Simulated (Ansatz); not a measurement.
# TlBiSe3 (model cell, started as cubic perovskite with Bi in the octahedra): following an unstable mode

Which phase does TlBiSe3 (model cell, started as cubic perovskite with Bi in the octahedra) fall into along its unstable mode, and how much energy does it gain?

Main program and level: Ansatz 0.2.0; DFT PBEsol, scalar-relativistic, plane waves, PAW; PAW set soft_1.

This is a report of a sequence of runs, with most program output left out.

The structure was built from a prototype and need not be the compound's stable phase.

## (1) Set-up

Symmetry: Pm-3m, No. 221, cubic system. The conventional cell has a = 5.456 Å, b = 5.456 Å, c = 5.456 Å, α = 90.00°, β = 90.00°, γ = 90.00°. Nearest to Tl lie 12 Se at 3.86 Å. Nearest to Bi lie 6 Se at 2.73 Å. Se has 2 Bi at 2.73 Å nearest. Farther neighbours and most contacts between anions are not listed.

As a file:

```cif
data_structure
_symmetry_space_group_name_H-M 'Pm-3m'
_symmetry_Int_Tables_number 221
_cell_length_a 5.4560
_cell_length_b 5.4560
_cell_length_c 5.4560
_cell_angle_alpha 90.000
_cell_angle_beta 90.000
_cell_angle_gamma 90.000
_cell_volume 162.42
loop_
_atom_site_label
_atom_site_type_symbol
_atom_site_symmetry_multiplicity
_atom_site_Wyckoff_symbol
_atom_site_fract_x
_atom_site_fract_y
_atom_site_fract_z
_atom_site_occupancy
Tl1 Tl 1 a 0.00000 0.00000 0.00000 1
Bi1 Bi 1 b 0.50000 0.50000 0.50000 1
Se1 Se 3 c 0.50000 0.50000 0.00000 1
```

## (2) Phonons on a q mesh

The cell comes from relaxations at this level that are not shown. Stability and thermal properties need the whole zone. Linear response on a 2×2×2 q mesh gives force constants as far as a supercell of that size would.

Input file input.yaml:

```yaml
crystal:
  lattice:
    - [5.4560481392, 0.0, 0.0]
    - [0.0, 5.4560481392, 0.0]
    - [0.0, 0.0, 5.4560481392]
  atoms:
    - { symbol: Tl, position: [0.0, 0.0, 0.0] }
    - { symbol: Bi, position: [0.5, 0.5, 0.5] }
    - { symbol: Se, position: [0.5, 0.5, 0.0] }
    - { symbol: Se, position: [0.5, 0.0, 0.5] }
    - { symbol: Se, position: [0.0, 0.5, 0.5] }
kpoints:
  mp_grid: { grid: [8, 8, 8] }
hamiltonian:
  xc: pbesol
  pseudopotentials: { kind: paw, azcp: { folder: soft_1 }, xc_functional: pbe }
scf:
  occupations: { method: methfessel_paxton, width: 0.2 }
output:
  eigenvalues: true
phonons:
  method: dfpt
  qmesh: [2, 2, 2]
  temperatures: { t_max: 1000, t_step: 50 }
  qpath:
    path:
      - [[0.0, 0.0, 0.0], [0.0, 0.5, 0.0], [0.5, 0.5, 0.0], [0.0, 0.0, 0.0], [0.5, 0.5, 0.5], [0.0, 0.5, 0.0]]
      - [[0.5, 0.5, 0.5], [0.5, 0.5, 0.0]]
    npoints: 10
```

Started as:

```sh
> ansatz run input.yaml --threads 4 --pin off --max-ram 16384MiB --backend cpu --events-out ev --progress --plain --runs-dir out
```

It took 8.8 min on 4 threads of Arm Neoverse V2, shared host; peak memory 2.4 GiB; 34 min of CPU time.

This step gave:

```
volume per atom                                         : 32.48 Å³
gap on the k-mesh                                       : 0 eV
sum-rule residual before enforcement                    : 9.24e-5 eV/Å²
lowest frequency on the path                            : -88.93 cm⁻¹
point group                                             : m-3m
highest frequency on the path or at a solved wavevector : 177.9 cm⁻¹
highest optical mode at the zone centre (no LO-TO term) : 149.8 cm⁻¹
lowest optical zone-centre mode                         : -72.2 cm⁻¹
lowest mode on the q mesh (acoustic modes at Γ apart)   : -88.93 cm⁻¹
```

Frequencies (cm⁻¹) solved at each irreducible wavevector; negative means imaginary. Frequencies by wavevector, by row:

```csv
q in reciprocal lattice units,star,mode 1,mode 2,mode 3,mode 4,mode 13,mode 14,mode 15
0 0 0,1,-72.2,-72.2,-72.2,-67,149.8,149.8,149.8
0 0 -0.5,3,-85.1,-80.4,-74.8,-74.8,149.2,149.2,173.6
0 -0.5 -0.5,3,-88.9,-88.9,-67,-67,149.2,170.2,174.5
-0.5 -0.5 -0.5,1,-81.7,-81.7,-81.7,-53.9,176.1,177.9,177.9
```

Interpolated from a 2×2×2 q mesh. Phonon branches along the path, in cm⁻¹:

```csv
point,branch 1,branch 2,branch 3,branch 4,branch 12,branch 13,branch 14,branch 15
Γ,-72,-72,-72,-67,0,150,150,150
halfway,-77,-76,-72,-72,75,150,150,162
X,-85,-80,-75,-75,107,149,149,174
halfway,-86,-77,-73,-71,107,149,161,173
M,-89,-89,-67,-67,106,149,170,174
halfway,-77,-76,-74,-70,75,149,160,162
Γ,-72,-72,-72,-67,0,150,150,150
halfway,-77,-77,-75,-68,75,161,162,162
R,-82,-82,-82,-54,105,176,178,178
halfway,-80,-79,-78,-66,106,162,163,174
X,-85,-80,-75,-75,107,149,149,174
jump to R,-82,-82,-82,-54,105,176,178,178
halfway,-84,-84,-74,-63,106,164,174,176
M,-89,-89,-67,-67,106,149,170,174
```

Symmetry leaves 4 wavevectors to solve. The lowest mode among them, the acoustic zeros apart, lies at q = (0, -0.5, -0.5) and is imaginary, 88.9i cm⁻¹, so the energy falls along it.

## (3) The mode frozen in, largest atomic shift 0 Å

The mode followed lies at q = (0, -0.5, -0.5) with frequency 88.9i cm⁻¹ and is 2-fold degenerate, the softest among the wavevectors solved. At small amplitude the distorted cell has space group no. 51 by a symmetry search on the positions. The undistorted cell that holds it gives the zero of energy on the same k mesh.

System of this step: TlBiSe3 (model cell, started as cubic perovskite with Bi in the octahedra). The structure is cubic, space group Pm-3m (No. 221). Conventional cell: a = 5.456 Å, b = 5.456 Å, c = 5.456 Å, α = 90.00°, β = 90.00°, γ = 90.00°. Tl has 12 Se at 3.86 Å nearest. Nearest to Bi lie 6 Se at 2.73 Å. Nearest to Se lie 2 Bi at 2.73 Å. Nearest to Se lie 2 Bi at 2.73 Å. Farther neighbours and most contacts between anions are not listed.

Input file input.yaml:

```yaml
crystal:
  lattice:
    - [-5.4560481392, 0.0, 0.0]
    - [0.0, -5.4560481392, -5.4560481392]
    - [0.0, -5.4560481392, 5.4560481392]
  atoms:
    - { symbol: Tl, position: [0.0, 0.5, 0.5] }
    - { symbol: Tl, position: [0.0, 0.0, 0.0] }
    - { symbol: Bi, position: [0.5, 0.0, 0.5] }
    - { symbol: Bi, position: [0.5, 0.5, 0.0] }
    - { symbol: Se, position: [0.5, 0.25, 0.25] }
    - { symbol: Se, position: [0.5, 0.75, 0.75] }
    - { symbol: Se, position: [0.5, 0.25, 0.75] }
    - { symbol: Se, position: [0.5, 0.75, 0.25] }
    - { symbol: Se, position: [0.0, 0.0, 0.5] }
    - { symbol: Se, position: [0.0, 0.5, 0.0] }
kpoints:
  mp_grid: { grid: [8, 6, 6] }
hamiltonian:
  xc: pbesol
  pseudopotentials: { kind: paw, azcp: { folder: soft_1 }, xc_functional: pbe }
scf:
  occupations: { method: methfessel_paxton, width: 0.2 }
output:
  forces: true
  stress: true
  eigenvalues: true
```

Elapsed: 18 s, on 4 threads; peak memory 1.5 GiB.

This step gave:

| Property | Result |
| --- | --- |
| pressure | -0.006389 GPa |
| energy from the undistorted cell | 0 meV/atom |

The run ends at a pressure of -0.01 GPa.

## (4) The mode frozen in, largest atomic shift 0.6 Å

The atoms are moved along the unstable eigenvector, the largest shift by 0.6 Å, with the cell fixed.

input.yaml, the sections that differ from step 3:

```yaml
crystal:
  lattice:
    - [-5.4560481392, 0.0, 0.0]
    - [0.0, -5.4560481392, -5.4560481392]
    - [0.0, -5.4560481392, 5.4560481392]
  atoms:
    - { symbol: Tl, position: [0.0, 0.5057386831, 0.5] }
    - { symbol: Tl, position: [0.0, -0.0057386831, 0.0] }
    - { symbol: Bi, position: [0.5, 0.0100234563, 0.5] }
    - { symbol: Bi, position: [0.5, 0.4899765437, 0.0] }
    - { symbol: Se, position: [0.5, 0.25, 0.25] }
    - { symbol: Se, position: [0.5, 0.75, 0.75] }
    - { symbol: Se, position: [0.5, 0.25, 0.75] }
    - { symbol: Se, position: [0.5, 0.75, 0.25] }
    - { symbol: Se, position: [0.0, -0.0777603236, 0.5] }
    - { symbol: Se, position: [0.0, 0.5777603236, 0.0] }
# kpoints, hamiltonian, scf, output: as in step 3
```

Run time: 34 s. Hardware: 4 threads; peak memory 1.9 GiB.

This step gave:

| Item | Value |
| --- | --- |
| pressure | -0.4007 GPa |
| energy from the undistorted cell | -49.65 meV/atom |

The energy, extrapolated to zero smearing, is -49.65 meV/atom against the undistorted cell.

The run ends at a pressure of -0.40 GPa, with forces up to 0.35 eV/Å.

## (5) Energy along the mode, all amplitudes (two of the runs are shown above)

An imaginary frequency means negative curvature, so the energy should fall and then rise again as anharmonic terms take over.

This step gave:

* depth at the lowest point sampled: 49.65 meV/atom
* largest atomic shift at that point: 0.6 Å

Energy from the parent against largest atomic shift:

```csv
largest atomic shift (Å),energy from the parent (meV/atom)
0.000,0
0.040,-0.415
0.080,-1.64
0.140,-4.89
0.220,-11.4
0.320,-21.7
0.450,-36.1
0.600,-49.7
```

Displacement at unit largest shift by atom:

```csv
atom,x (Å),y (Å),z (Å),size
Tl1,0.000,-0.052,-0.052,0.074
Tl2,0.000,0.052,0.052,0.074
Bi3,0.000,-0.091,-0.091,0.129
Bi4,0.000,0.091,0.091,0.129
Se5,0.000,0.000,0.000,0.000
Se6,0.000,0.000,0.000,0.000
Se7,0.000,0.000,0.000,0.000
Se8,0.000,0.000,0.000,0.000
Se9,0.000,0.707,0.707,1.000
Se10,0.000,-0.707,-0.707,1.000
```

The lowest of the steps tried is the last one, at 0.6 Å, 49.7 meV/atom below the parent; the bottom of the well need not coincide with a step.

## (6) Relaxing from the distorted cell

Starting from the lowest point found, all atoms and the cell are let go, so that strain and other modes of the same symmetry can join in.

input.yaml, as its differences from that of step 4:

```diff
@@ -27 +27,6 @@
   eigenvalues: true
+relax:
+  adjacent_minimum: "off"
+  f_tol: 0.002
+  max_steps: 120
+  cell: { stress_tol: 0.03 }
```

It took 10 min on 4 threads; peak memory 2 GiB.

Step by step:

```csv
step,energy less that of the first step (eV),largest force component (eV/Å),pressure (GPa),volume (Å³)
1,0.0000,0.2453,-0.40,324.84
2,-0.3263,0.2223,-0.38,321.17
3,-0.6654,0.1736,-0.08,313.71
4,-1.0856,0.2693,-0.09,307.38
5,-1.5589,0.2988,-0.21,301.10
6,-1.9337,0.1787,0.45,292.20
7,-2.0115,0.0469,0.54,288.97
8,-2.0144,0.0701,-0.43,295.41
9,-2.0181,0.0719,0.05,292.87
10,-2.0198,0.0127,-0.05,292.99
11,-2.0198,0.0139,0.07,292.36
12,-2.0201,0.0018,0.00,292.74
13*,-2.0218,0.0016,0.01,292.74
14,-2.0219,0.0026,0.00,292.78
15,-2.0219,0.0007,0.00,292.76
16*,-2.0219,0.0007,0.00,292.76
```

Relaxation steps marked * repeat the geometry before them on a plane-wave basis chosen anew for their cell, so energy and pressure can jump there. Relaxation step 11 was tried and not accepted.

Forces are held to the 8 operations that the run works with; a distortion that breaks them can't arise in this run.

```csv
cell as run,before,after,change
a (Å),5.456,4.314,-20.9 %
b (Å),7.716,8.709,+12.9 %
c (Å),7.716,7.792,+1.0 %
volume (Å³/atom),32.48,29.28,-9.9 %
```

The atoms that moved most (Å, as changes of fractional coordinates times the final cell):

```csv
atom,dx,dy,dz,length
Se9,0.000,0.793,0.793,1.122
Se10,0.000,-0.793,-0.793,1.122
Tl2,0.000,-0.525,-0.525,0.743
Tl1,0.000,0.525,0.525,0.743
Bi3,0.000,-0.027,-0.027,0.038
Bi4,0.000,0.027,0.027,0.038
```

Numbers from this step:

| Property | Result |
| --- | --- |
| pressure | -0.001019 GPa |
| volume per atom | 29.28 Å³ |

The distorted start has space group Pmma; the relaxation ends in Pmma.

## (7) The new phase in its own primitive cell

The relaxed structure is symmetrised, reduced to its primitive cell and relaxed tightly, as its phonons need.

input.yaml, the sections that differ from step 6:

```yaml
crystal:
  lattice:
    - [7.7924885072, 0.0, 0.0]
    - [0.0, 4.3140275506, 0.0]
    - [0.0, 0.0, 8.7088066976]
  atoms:
    - { symbol: Tl, position: [0.25, 0.0, 0.1704280855] }
    - { symbol: Tl, position: [0.75, 0.0, 0.8295719145] }
    - { symbol: Bi, position: [0.25, 0.5, 0.7644412073] }
    - { symbol: Bi, position: [0.75, 0.5, 0.2355587927] }
    - { symbol: Se, position: [0.5, 0.5, 0.0] }
    - { symbol: Se, position: [0.0, 0.5, 0.5] }
    - { symbol: Se, position: [0.0, 0.5, 0.0] }
    - { symbol: Se, position: [0.5, 0.5, 0.5] }
    - { symbol: Se, position: [0.25, 0.0, 0.5433935513] }
    - { symbol: Se, position: [0.75, 0.0, 0.4566064487] }
kpoints:
  mp_grid: { grid: [6, 8, 4] }
relax:
  adjacent_minimum: "off"
  f_tol: 0.001
  max_steps: 60
  cell: { stress_tol: 0.01 }
# hamiltonian, scf, output: as in step 6
```

The job ended after 2.2 min (4 threads; peak memory 1.6 GiB; 8.8 min of CPU time).

Relaxation path:

```csv
step,energy less that of the first step (eV),largest force component (eV/Å),pressure (GPa),volume (Å³)
1,0.0000,0.0187,-0.02,292.76
2,-0.0003,0.0028,-0.04,292.62
3,-0.0005,0.0057,0.04,291.96
4,-0.0005,0.0014,0.00,292.16
5,-0.0005,0.0002,0.00,292.16
6*,-0.0005,0.0002,0.00,292.16
```

Relaxation steps marked * repeat the geometry before them on a plane-wave basis chosen anew for their cell, so energy and pressure can jump there.

Forces are held to the 8 operations that the run works with; a distortion that breaks them can't arise in this run.

```csv
"conventional cell, symmetrised",before,after,change
a (Å),7.792,7.797,+0.1 %
b (Å),4.314,4.298,-0.4 %
c (Å),8.709,8.718,+0.1 %
volume (Å³/atom),29.28,29.22,-0.2 %
```

The atoms that moved most (Å, as changes of fractional coordinates times the final cell):

```csv
atom,dx,dy,dz,length
Se10,0.000,0.000,0.013,0.013
Se9,0.000,0.000,-0.013,0.013
```

Final coordinates:

```cif
data_structure
_symmetry_space_group_name_H-M 'P 1'
_symmetry_Int_Tables_number 1
_cell_length_a 7.7974
_cell_length_b 4.2980
_cell_length_c 8.7177
_cell_angle_alpha 90.000
_cell_angle_beta 90.000
_cell_angle_gamma 90.000
_cell_volume 292.16
loop_
_atom_site_label
_atom_site_type_symbol
_atom_site_fract_x
_atom_site_fract_y
_atom_site_fract_z
_atom_site_occupancy
Tl1 Tl 0.25000 0.00000 0.17004 1
Tl2 Tl 0.75000 0.00000 0.82996 1
Bi3 Bi 0.25000 0.50000 0.76473 1
Bi4 Bi 0.75000 0.50000 0.23527 1
Se5 Se 0.50000 0.50000 0.00000 1
Se6 Se 0.00000 0.50000 0.50000 1
Se7 Se 0.00000 0.50000 0.00000 1
Se8 Se 0.50000 0.50000 0.50000 1
Se9 Se 0.25000 0.00000 0.54189 1
Se10 Se 0.75000 0.00000 0.45811 1
```

This step gave:

```yaml
pressure: -0.001137 GPa
volume_per_atom: 29.22 Å³
```

The largest force component left is 0.20 meV/Å and the pressure is -0.001 GPa, within the tolerances set. The cell now holds 29.22 Å³/atom.

## (8) Modes of the new phase, k-mesh 6×8×4

A relaxed structure may still be a saddle point, so its zone-centre modes are computed. No field response is asked, since the mesh shows no gap.

input.yaml, the sections that differ from step 7:

```yaml
crystal:
  lattice:
    - [7.797425547, 0.0, 0.0]
    - [0.0, 4.2979799956, 0.0]
    - [0.0, 0.0, 8.7177397522]
  atoms:
    - { symbol: Tl, position: [0.25, 0.0, 0.1700357887] }
    - { symbol: Tl, position: [0.75, 0.0, 0.8299642113] }
    - { symbol: Bi, position: [0.25, 0.5, 0.7647279301] }
    - { symbol: Bi, position: [0.75, 0.5, 0.2352720699] }
    - { symbol: Se, position: [0.5, 0.5, 0.0] }
    - { symbol: Se, position: [0.0, 0.5, 0.5] }
    - { symbol: Se, position: [0.0, 0.5, 0.0] }
    - { symbol: Se, position: [0.5, 0.5, 0.5] }
    - { symbol: Se, position: [0.25, 0.0, 0.5418902527] }
    - { symbol: Se, position: [0.75, 0.0, 0.4581097473] }
output:
  eigenvalues: true
phonons:
  method: dfpt
# kpoints, hamiltonian, scf: as in step 7
# relax: removed
```

Wall time 17 min (4 threads); peak memory 5.3 GiB.

Numbers from this step:

```
sum-rule residual before enforcement                    : 3.02e-4 eV/Å²
point group                                             : mmm
highest optical mode at the zone centre (no LO-TO term) : 161.9 cm⁻¹
lowest optical zone-centre mode                         : -90.81 cm⁻¹
```

Patterns of degenerate modes are one choice out of their space. Modes at Γ, with each element's share of the kinetic energy (negative means imaginary):

```csv
mode,frequency (cm⁻¹),symmetry,Tl %,Bi %,Se %
1,-90.8,B3g,0,13,87
2,-86.1,Au,0,0,100
3,-25.4,B3u,5,21,75
4,-17.1,B3u,28,28,44
5,-14.5,B2u,36,12,52
6,0.0,acoustic,31,32,36
7,0.0,acoustic,31,32,36
8,0.0,acoustic,31,32,36
9,28.1,B3g,100,0,0
10,31.5,B1u,17,37,46
11,36.5,B2g,90,10,0
12,40.8,Ag,80,7,13
13,44.6,B2u,32,6,61
14,46.7,B3u,12,7,81
15,53.1,Au,0,0,100
16,57.4,B1u,43,1,56
17,59.7,B3u,24,1,75
18,65.8,B1u,0,15,85
19,74.5,B2u,0,45,55
20,74.6,B3g,0,87,13
21,77.0,B2g,8,55,37
22,88.7,Ag,20,31,49
23,101.1,B2g,2,35,63
24,106.4,B1u,8,1,91
25,114.8,Ag,0,62,38
26,118.5,B3u,0,11,89
27,130.9,B1u,1,14,86
28,145.8,B3u,0,0,100
29,159.8,B2u,0,5,95
30,161.9,B1u,0,0,100
```

Displacements in mode 1 (-90.8 cm⁻¹), the largest set to 1:
```
Tl1  0.00 -0.02  0.00
Tl2  0.00  0.02  0.00
Bi3  0.00  0.24  0.00
Bi4  0.00 -0.24  0.00
Se5  0.00  0.00  0.00
Se6  0.00  0.00  0.00
Se7  0.00  0.00  0.00
Se8  0.00  0.00  0.00
Se9  0.00  1.00  0.00
Se10 0.00 -1.00  0.00
```

Displacements in mode 26 (118.5 cm⁻¹), the largest set to 1:
```
Tl1 -0.03  0.00  0.00
Tl2 -0.03  0.00  0.00
Bi3 -0.33  0.00  0.00
Bi4 -0.33  0.00  0.00
Se5  1.00  0.00  0.82
Se6  0.55  0.00 -0.08
Se7  1.00  0.00 -0.82
Se8  0.55  0.00  0.08
Se9 -0.59  0.00  0.00
Se10-0.59  0.00  0.00
```

Before it was imposed, the acoustic sum rule was missed by 3.0e-4 eV/Å². Small misses are needed for a sound result but don't prove that mesh and cutoff are converged. The lowest optical mode is imaginary, 90.8i cm⁻¹, so the energy falls along it.

## (9) Outcome

```
unstable mode of the parent                                                      : q = (0, -0.5, -0.5), 89i cm⁻¹
depth at the lowest point sampled                                                : 49.7 meV/atom
largest atomic shift at that point                                               : 0.6 Å
space group reached (within 0.01 Å)                                              : Pmma
energy gained over the parent (first relaxation, on the mesh of the frozen mode) : 252 meV/atom
volume per atom, phase reached                                                   : 29.2 Å³
lowest optical zone-centre mode, phase reached                                   : -90.8 cm⁻¹
highest optical mode at the zone centre (no LO-TO term), phase reached           : 162 cm⁻¹
```

**Reading.** Along this mode the structure falls into Pmma, 252 meV/atom below the parent. At the parent's cell the well is 49.65 meV/atom deep on the steps tried, with its lowest point at a shift of 0.6 Å. That is the last step tried, so the steps alone don't bracket the bottom of the well. Relaxing atoms and cell changes the gain by +202.12 meV/atom against the lowest step (energies at zero smearing). Most of the total comes from this relaxation. The new phase still has an imaginary mode at the zone centre of its cell, so it is a saddle point on the way to a lower structure. Of the 4 patterns followed to their end from this parent, this one reaches the lowest energy. Each path keeps the symmetry of its pattern, so a lower phase may lie along a pattern not tried. With no gap, or one that is small against the smearing, the frequencies hang on the k mesh and the smearing, most of all near Kohn anomalies. Spin-orbit coupling is left out, which can matter for the heavy elements here. The PAW files were made for PBE and serve the other functionals too. A phonon run warned that its eigensolver left some bands unconverged in a pass. The starting cell was built on a prototype and not taken from a measurement, so the phase need not exist.

[Logs are printed without paths, hosts, clocks, repeated set-up lines and the standing remarks that a program may print on its own settings, such as how far it seeks lower states.]

[Hosts, paths, dates, database ids (printed as entryN), source tags and the programs' standing remarks are cut or masked in the printed files.]
